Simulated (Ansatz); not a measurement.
# SiC (P6_3mc):Br_C, thermodynamic levels from a 108-atom cell

Charge states of Br_C in SiC (P6_3mc), set against the band edges. Model: a cell of 108 host atoms with 1 C taken out and 1 Br put in.

Method: place-levels on r2SCAN runs: charge-transition levels and formation energies with image-charge correction and potential alignment at the atomic sites; PAW set soft_1, in Ansatz 0.2.0.

Experimental background.

For SiC, 6H (bulk crystal, literature), “Charge spill-out and work function of few-layer graphene on SiC(0001)” (2018, arxiv:1806.04908) quotes earlier work: band gap (indirect gap, experimental literature value) 3.03 eV [Literature value cited in passing in the theory part; temperature and measurement method …].

### Step 1. The starting structure

The cell holds 108 atoms: 54 Si, 53 C and 1 Br. Cell: a = 9.236 Å, b = 9.236 Å, c = 15.108 Å, α = 90.0°, β = 90.0°, γ = 120.0°. It derives from SiC (space group P6_3mc). Nearest the centre at fractional (0.556, 0.444, 0.542): Br59 at 0.00 Å, Si89 at 1.89 Å, Si53 at 1.89 Å, Si101 at 1.89 Å, Si51 at 1.89 Å, C23 at 3.08 Å, C47 at 3.08 Å, C11 at 3.08 Å.

Known beforehand: the electronic dielectric constant, (7.09, 7.09, 7.35), and the static one, (10.43, 10.43, 10.95), computed on the host (DFPT, PBEsol, on the r2SCAN cell), and a cell off the functional's own equilibrium shifts the ionic part.

The cell's shortest repeat is 9.2 Å.

### Step 2. What was run first

Levels follow from differences of total energies between charge states, each relaxed by itself.

Random displacements of about 0.05 Å break the site symmetry at the start, so that the relaxation can reach a distorted minimum if there is one. Forces are taken at one point at (¼, ¼, ¼). The cell holds 1 electron more than the neutral one, with a uniform background that keeps it neutral on the whole.

The sampling was tested on the host first: at the k-points planned (1x1x1 shifted 0.25 0.25 0.25) its energy lies -0.041 eV an atom from the dense-mesh value, a large miss, so this sampling is coarse for the host.

One of the inputs; charge, spin and start change from state to state.

qm1.relax/input.yaml

```yaml
crystal:
  lattice:
    - [9.23599493, 0.0, 0.0]
    - [-4.61799746, 7.99860624, 0.0]
    - [0.0, 0.0, 15.1078644]
  atoms:
    - { symbol: Si, position: [0.11111111, 0.22222222, 0.8329854] }
    - { symbol: Si, position: [0.22222222, 0.11111111, 0.3329854] }
[... 8 atom lines left out ...]
    - { symbol: C, position: [0.22222222, 0.11111111, 0.54152848] }
[... 11 atom lines left out ...]
    - { symbol: C, position: [0.22222222, 0.44444444, 0.54152848] }
[... 5 atom lines left out ...]
    - { symbol: Si, position: [0.0, 0.66666667, 0.49972248] }
[... 11 atom lines left out ...]
    - { symbol: Si, position: [0.33333333, 0.0, 0.49972248] }
[... 3 atom lines left out ...]
    - { symbol: C, position: [0.44444444, 0.22222222, 0.70799668] }
[... 1 atom line left out ...]
    - { symbol: C, position: [0.55555556, 0.11111111, 0.54152848] }
[... 2 atom lines left out ...]
    - { symbol: Si, position: [0.55555556, 0.44444444, 0.3329854] }
    - { symbol: Si, position: [0.55555556, 0.44444444, 0.66650102] }
[... 1 atom line left out ...]
    - { symbol: Si, position: [0.33333333, 0.33333333, 0.49972248] }
[... 2 atom lines left out ...]
    - { symbol: C, position: [0.33333333, 0.33333333, 0.37436694] }
    - { symbol: C, position: [0.44444444, 0.55555556, 0.70799668] }
[... 1 atom line left out ...]
    - { symbol: Br, position: [0.55555556, 0.44444444, 0.54152848] }
[... 11 atom lines left out ...]
    - { symbol: C, position: [0.55555556, 0.77777778, 0.54152848] }
[... 17 atom lines left out ...]
    - { symbol: Si, position: [0.66666667, 0.33333333, 0.49972248] }
[... 2 atom lines left out ...]
    - { symbol: C, position: [0.66666667, 0.33333333, 0.37436694] }
    - { symbol: C, position: [0.77777778, 0.55555556, 0.70799668] }
[... 1 atom line left out ...]
    - { symbol: C, position: [0.88888889, 0.44444444, 0.54152848] }
[... 5 atom lines left out ...]
    - { symbol: Si, position: [0.66666667, 0.66666667, 0.49972248] }
[... 2 atom lines left out ...]
    - { symbol: C, position: [0.66666667, 0.66666667, 0.37436694] }
[... 2 atom lines left out ...]
    - { symbol: C, position: [0.88888889, 0.77777778, 0.54152848] }
    - { symbol: C, position: [0.77777778, 0.88888889, 0.04152848] }
  host:
    repeats: [3, 3, 1]
    atoms:
      - { symbol: Si, position: [0.33333333, 0.66666667, 0.8329854] }
      - { symbol: Si, position: [0.66666667, 0.33333333, 0.3329854] }
      # ... 10 more atoms of the perfect host
total_charge: -1
basis:
  ecutwfc: 500
  xc_grid: 2
hamiltonian:
  xc: r2scan
  pseudopotentials: { kind: paw, azcp: { folder: soft_1 } }
kpoints:
  mp_grid: { grid: [1, 1, 1], shift: [0.25, 0.25, 0.25] }
scf:
  occupations: { method: fixed }
  max_iter: 60
output:
  forces: true
  charged_corrections:
    epsilon: [7.09, 7.09, 7.35]
    static_epsilon: [10.43, 10.43, 10.95]
    defect_position: [0.555556, 0.444444, 0.541528]
relax:
  f_tol: 0.02
  max_steps: 80
  random_displacement: { amplitude: 0.05, seed: 744 }
checkpoint:
  write: "../qm1.relax.run"
  compress: false
  write_wavefunctions: true
  write_every: 100000
```

Started as:

```bash
ansatz run input.yaml --threads 8 --pin off --max-ram 15073MiB --backend cpu --events-out ev --progress --plain --runs-dir out
```

The relaxed structure is kept and the sampling changed to a 2×2×2 shifted mesh.

The run of this state that the levels use, under r2SCAN:

qm1.point/input.yaml

```yaml
crystal:
  checkpoint: "../qm1.relax.run"
  host: checkpoint
total_charge: -1
basis:
  ecutwfc: 500
  xc_grid: 2
hamiltonian:
  xc: r2scan
  pseudopotentials: { kind: paw, azcp: { folder: soft_1 } }
kpoints:
  mp_grid: { grid: [2, 2, 2], shift: [0.5, 0.5, 0.5] }
scf:
  occupations: { method: fermi_dirac, width: 0.01 }
  max_iter: 60
output:
  forces: true
  eigenvalues: true
  charged_corrections:
    epsilon: [7.09, 7.09, 7.35]
    static_epsilon: [10.43, 10.43, 10.95]
    defect_position: [0.555556, 0.444444, 0.541528]
  eigenstates: { localisation: true }
  populations: true
  band_densities: [{ bands: [v1, v1] }, { bands: [c1, c1] }]
  write_density: true
  write_potential: true
  volumetric_format: npy
  elf: true
checkpoint:
  read: "../qm1.relax.run"
  write: "../qm1.point.run"
  compress: false
  write_wavefunctions: false
  write_every: 100000
```

Relaxations under r2SCAN at one point at (¼, ¼, ¼); times on 8 threads of Arm Neoverse V1, shared host:

| charge | moment (μB) | occupations | outcome | steps | largest displacement against the far atoms (Å) | time |
| --- | --- | --- | --- | --- | --- | --- |
| −1 | 0 | fixed | converged | 14 | 0.73 | 4.1 min |
| 0 | 1 | fixed | converged | 16 | 0.59 | 13 min |
| +1 | 0 | fixed | converged | 9 | 0.55 | 2.8 min |
| +2 | 1 | fixed | converged | 9 | 0.51 | 7.2 min |
| −1 | 2 | fixed | converged | 15 | 0.62 | 11 min |
| +1 | 2 | fixed | converged | 19 | 0.60 | 14 min |

Single points under r2SCAN at a 2×2×2 shifted mesh; times on 8 threads of Arm Neoverse V1, shared host:

| charge | moment (μB) | occupations | outcome | time |
| --- | --- | --- | --- | --- |
| −1 | 0 | fermi-dirac | converged | 2.4 min |
| 0 | 1 | fermi-dirac | converged | 5.1 min |
| +1 | 0 | fermi-dirac | converged | 2 min |
| +2 | 1 | fermi-dirac | converged | 5 min |
| −1 | 2 | fermi-dirac | converged | 5.7 min |
| +1 | 2 | fermi-dirac | converged | 4.7 min |

Distances (Å) from Br59 to the nearest atoms after relaxation with r2SCAN:

| charge | moment (μB) | 1. | 2. | 3. | 4. | 5. | 6. |
| --- | --- | --- | --- | --- | --- | --- | --- |
| −1 | 0 | Si 2.29 | Si 2.29 | Si 2.54 | Si 2.61 | C 3.07 | C 3.07 |
| −1 | 2 | Si 2.31 | Si 2.42 | Si 2.46 | Si 2.48 | C 3.07 | C 3.08 |
| 0 | 1 | Si 2.31 | Si 2.41 | Si 2.43 | Si 2.48 | C 3.07 | C 3.08 |
| +1 | 0 | Si 2.32 | Si 2.37 | Si 2.39 | Si 2.41 | C 3.06 | C 3.07 |
| +1 | 2 | Si 2.31 | Si 2.31 | Si 2.44 | Si 2.48 | C 3.06 | C 3.07 |
| +2 | 1 | Si 2.32 | Si 2.35 | Si 2.36 | Si 2.37 | C 3.07 | C 3.07 |

(Part 1 of 2 ends here.)

[Logs are printed without paths, hosts, clocks, repeated set-up lines and the standing remarks that a program may print on its own settings, such as how far it seeks lower states.]

[Hosts, paths, dates, database ids (printed as entryN), source tags and the programs' standing remarks are cut or masked in the printed files.]

[Where a table of states has a column of steps, it counts the stored structures, which are thinned; the runs took as many ionic steps or more.]

[A defect's name tells the site on which it was built; relaxed atoms can leave that site.]

[For some hosts the program warned that the k-mesh of the response run may be too coarse for force constants and the static dielectric constant; such warnings are not shown here.]
